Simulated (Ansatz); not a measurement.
# Lattice dynamics of ZnCu (Pm-3m), part 2 of 2

The cell of ZnCu (Pm-3m) is at rest. What are its phonons? After the zone centre comes a 4×4×4 q mesh on a 16×16×16 k mesh.

Ansatz 0.2.0; DFT PBEsol, scalar-relativistic, plane waves, PAW.

So far. Step 2 (Zone-centre response): Before it was imposed, the acoustic sum rule was missed by 7.7e-6 eV/Å². Small misses are needed for a sound result but don't prove that mesh and cutoff are converged. The lowest optical mode is real, 211 cm⁻¹.

## (3) Phonons on a q mesh (continued)

Interpolated from a 4×4×4 q mesh. Phonon branches along the path, in cm⁻¹:

| point | branch 1 | branch 2 | branch 3 | branch 4 | branch 5 | branch 6 |
| --- | --- | --- | --- | --- | --- | --- |
| Γ | 0 | 0 | 0 | 210 | 210 | 210 |
| halfway | 89 | 89 | 104 | 195 | 195 | 205 |
| X | 151 | 151 | 152 | 152 | 161 | 182 |
| halfway | 81 | 81 | 154 | 156 | 214 | 221 |
| M | 23 | 23 | 158 | 167 | 237 | 237 |
| halfway | 20 | 118 | 148 | 177 | 183 | 224 |
| Γ | 0 | 0 | 0 | 210 | 210 | 210 |
| halfway | 79 | 79 | 125 | 200 | 205 | 205 |
| R | 150 | 150 | 150 | 174 | 174 | 174 |
| halfway | 79 | 88 | 141 | 159 | 212 | 220 |
| X | 151 | 151 | 152 | 152 | 161 | 182 |
| jump to R | 150 | 150 | 150 | 174 | 174 | 174 |
| halfway | 79 | 79 | 149 | 161 | 216 | 216 |
| M | 23 | 23 | 158 | 167 | 237 | 237 |

The phonon branches as a text plot (rows in cm⁻¹):

```
    232 |            ********                                 ***
    222 |           *    *   **                     **
    212 |***       *      *    ********* ***      *****     **
    202 |  ***    **       **  **  *    *** *     *   **   *
    192 |   ***   *           **    *      * *   *     **
    182 |     ****           *         *    **  *        **
    173 |        *        *****      **       ****      * *
    163 |      **   ******                        ***    * ******
    153 |      ********  *   *         *      ***    ******  **
    143 |      * *        *   *      **      *   ******** ***
    133 |     *            **                *  *       *
    123 |    *             **           *   *    *     *
    113 |     *   *          * *                 *     *   *
    104 |   **                *     *    ****     *   *
     94 |   *      *      *              ***      ** **     *
     84 |                       *       *          ***       *
     74 |                      *       *            *
     64 |  *        *    *
     54 |  *         *          *  * **
     44 | *                      *  *                         *
     35 | *           * *                                      *
     25 |*             **    *** * *                            *
     15 |*               * **   **
      5 |                 *       *
         Γ      X      M          Γ            R        X|R     M
```

Tetrahedra on a 24×24×24 mesh, mean over bins of 2 cm-1. Interpolated from a 4×4×4 q mesh. Phonon density of states against wavenumber; read off at these points:

| wavenumber (cm⁻¹) | phonon density of states (1/cm⁻¹/cell) |
| --- | --- |
| 1.0 | 0 |
| 7.0 | 3.0e-5 |
| 13.0 | 7.7e-4 |
| 21.0 | 0.00404 |
| 27.0 | 0.00872 |
| 33.0 | 0.0110 |
| 39.0 | 0.0131 |
| 45.0 | 0.0149 |
| 53.0 | 0.0178 |
| 59.0 | 0.0200 |
| 65.0 | 0.0216 |
| 71.0 | 0.0221 |
| 77.0 | 0.0236 |
| 83.0 | 0.0219 |
| 91.0 | 0.0260 |
| 97.0 | 0.0267 |
| 103.0 | 0.0237 |
| 109.0 | 0.0222 |
| 115.0 | 0.0223 |
| 123.0 | 0.0226 |
| 129.0 | 0.0222 |
| 135.0 | 0.0282 |
| 141.0 | 0.0362 |
| 143.0 | 0.0373 |
| 147.0 | 0.0338 |
| 155.0 | 0.0309 |
| 161.0 | 0.0380 |
| 167.0 | 0.0392 |
| 169.0 | 0.0449 |
| 173.0 | 0.0379 |
| 179.0 | 0.0278 |
| 185.0 | 0.0269 |
| 193.0 | 0.0282 |
| 199.0 | 0.0306 |
| 205.0 | 0.0374 |
| 211.0 | 0.0594 |
| 217.0 | 0.0750 |
| 225.0 | 0.0384 |
| 231.0 | 0.0210 |
| 237.0 | 5.2e-4 |

The partial phonon density of states has structure finer than the step of the table below, so its rows give means over 10 cm⁻¹, whole bins alone (the curve runs from -10 to 254 cm⁻¹). Peaks (cm⁻¹: height): Cu 99.4: 0.0192, 142.5: 0.0267, 165.6: 0.0190, 215.4: 0.0317; Zn 99.4: 0.0144, 159.0: 0.0269, 167.3: 0.0319, 217.0: 0.04.

Phonopy on the run's constants, 19x19x19 mesh, Gaussian sigma 2.0 cm-1. Interpolated from a 4×4×4 q mesh. Partial phonon density of states against wavenumber; means over each step; values in 1/cm⁻¹/cell:

| wavenumber (cm⁻¹) | Cu | Zn |
| --- | --- | --- |
| 0 | 2.6e-5 | 2.6e-5 |
| 10 | 3.5e-4 | 3.1e-4 |
| 20 | 0.00250 | 0.00215 |
| 30 | 0.00501 | 0.00438 |
| 40 | 0.00715 | 0.00614 |
| 50 | 0.00889 | 0.00749 |
| 60 | 0.0111 | 0.00932 |
| 70 | 0.0120 | 0.00975 |
| 80 | 0.0124 | 0.0100 |
| 90 | 0.0134 | 0.0107 |
| 100 | 0.0150 | 0.0115 |
| 110 | 0.0124 | 0.00955 |
| 120 | 0.0126 | 0.00934 |
| 130 | 0.0156 | 0.0100 |
| 140 | 0.0222 | 0.0103 |
| 150 | 0.0205 | 0.0108 |
| 160 | 0.0150 | 0.0225 |
| 170 | 0.0138 | 0.0257 |
| 180 | 0.0119 | 0.0172 |
| 190 | 0.0118 | 0.0156 |
| 200 | 0.0140 | 0.0181 |
| 210 | 0.0243 | 0.0306 |
| 220 | 0.0266 | 0.0339 |
| 230 | 0.0107 | 0.0135 |
| 240 | 8.2e-4 | 0.00102 |

Second derivatives of the energy by pair, one row for each kind of neighbour of each atom listed. Each entry sums the pair over the periodic images of the supercell that the q mesh stands for, and in a polar crystal it holds the long-range dipole part too. Force constants by pair, by row:

| atom | neighbour | distance (Å) | third of the trace (eV/Å²) | along the pair's line (eV/Å²) |
| --- | --- | --- | --- | --- |
| Zn1 | itself | 0 | 6.544 | – |
| Zn1 | Cu | 2.519 | -0.6297 | -2.295 |
| Zn1 | Zn | 2.908 | -0.122 | -0.4808 |
| Zn1 | Zn | 4.113 | -0.033 | -0.1147 |
| Zn1 | Cu | 4.823 | -0.0041 | -0.0032 |
| Zn1 | Zn | 5.037 | -0.0016 | -0.0089 |
| Zn1 | Zn | 5.816 | -3.00e-4 | 0.0203 |
| Zn1 | Cu | 6.338 | -0.0077 | -0.0126 |
| Zn1 | Zn | 6.503 | -0.0197 | -0.0233 |
| Cu2 | itself | 0 | 5.523 | – |
| Cu2 | Zn | 2.519 | -0.6297 | -2.295 |
| Cu2 | Cu | 2.908 | 0.0211 | -0.0234 |
| Cu2 | Cu | 4.113 | -0.0346 | -0.1428 |
| Cu2 | Zn | 4.823 | -0.0041 | -0.0032 |
| Cu2 | Cu | 5.037 | 0.0265 | 0.0984 |
| Cu2 | Cu | 5.816 | 0.0355 | 0.1203 |
| Cu2 | Zn | 6.338 | -0.0077 | -0.0126 |
| Cu2 | Cu | 6.503 | -0.0232 | -0.0326 |

Harmonic thermodynamic functions per atom, from the density of states. Interpolated from a 4×4×4 q mesh. Thermodynamic functions, by row:

| T (K) | F_vib (meV/atom) | S (J/mol-atom/K) | C_V (J/mol-atom/K) |
| --- | --- | --- | --- |
| 0 | 27.63 | 0 | 0 |
| 50 | 26.84 | 4.56 | 8.192 |
| 100 | 22.21 | 13.32 | 17.03 |
| 200 | 0.66 | 27.28 | 22.44 |
| 300 | -32.77 | 36.68 | 23.77 |
| 400 | -74.53 | 43.6 | 24.27 |
| 500 | -122.6 | 49.04 | 24.51 |
| 600 | -175.9 | 53.52 | 24.64 |
| 700 | -233.4 | 57.33 | 24.72 |
| 800 | -294.5 | 60.63 | 24.77 |
| 900 | -358.9 | 63.55 | 24.81 |
| 1000 | -426.2 | 66.17 | 24.83 |

Harmonic mean-square displacement, third of the trace. Interpolated from a 4×4×4 q mesh. Mean square displacements, by row:

| T (K) | Zn1 U_eq (Å²) | Cu2 U_eq (Å²) |
| --- | --- | --- |
| 0 | 0.00219 | 0.00246 |
| 100 | 0.00487 | 0.0057 |
| 300 | 0.0131 | 0.01552 |
| 600 | 0.0259 | 0.03073 |

Symmetry leaves 10 wavevectors to solve. The lowest mode among them, the acoustic zeros apart, lies at q = (0, 0.25, 0.25) and is real, 19.8 cm⁻¹.

## (4) Results

| Item | Value |
| --- | --- |
| space group (within 0.01 Å) | Pm-3m |
| volume per atom | 12.3 Å³ |
| electronic character | no gap on this mesh |
| highest optical mode at the zone centre (no LO-TO term) | 211 cm⁻¹ |
| lowest optical zone-centre mode | 211 cm⁻¹ |
| lowest mode on the q mesh (acoustic modes at Γ apart) | 19.8 cm⁻¹ |
| highest frequency on the path or at a solved wavevector | 237 cm⁻¹ |
| zero-point energy per atom | 27.6 meV |
| heat capacity at 300 K | 23.8 J/(mol atoms K) |
| vibrational entropy at 300 K | 36.7 J/(mol atoms K) |
| Debye temperature (second moment) | 296 K |
| imaginary modes on the 4×4×4 q mesh | none |

In words: The structure is a minimum as far as tested: no mode is imaginary at the 10 irreducible wavevectors of the 4×4×4 mesh, and the softest away from the acoustic zeros lies at 20 cm⁻¹. The optical modes at Γ form one degenerate level at 211 cm⁻¹. With no gap, or one that is small against the smearing, the frequencies hang on the k mesh and the smearing, most of all near Kohn anomalies. The phonon runs are without spin polarisation, although the cell has an odd electron count. These are harmonic frequencies at zero temperature: anharmonic shifts, linewidths and thermal expansion are left out.

[Logs are printed without paths, hosts, clocks, repeated set-up lines and the standing remarks that a program may print on its own settings, such as how far it seeks lower states.]

[Hosts, paths, dates, database ids (printed as entryN), source tags and the programs' standing remarks are cut or masked in the printed files.]
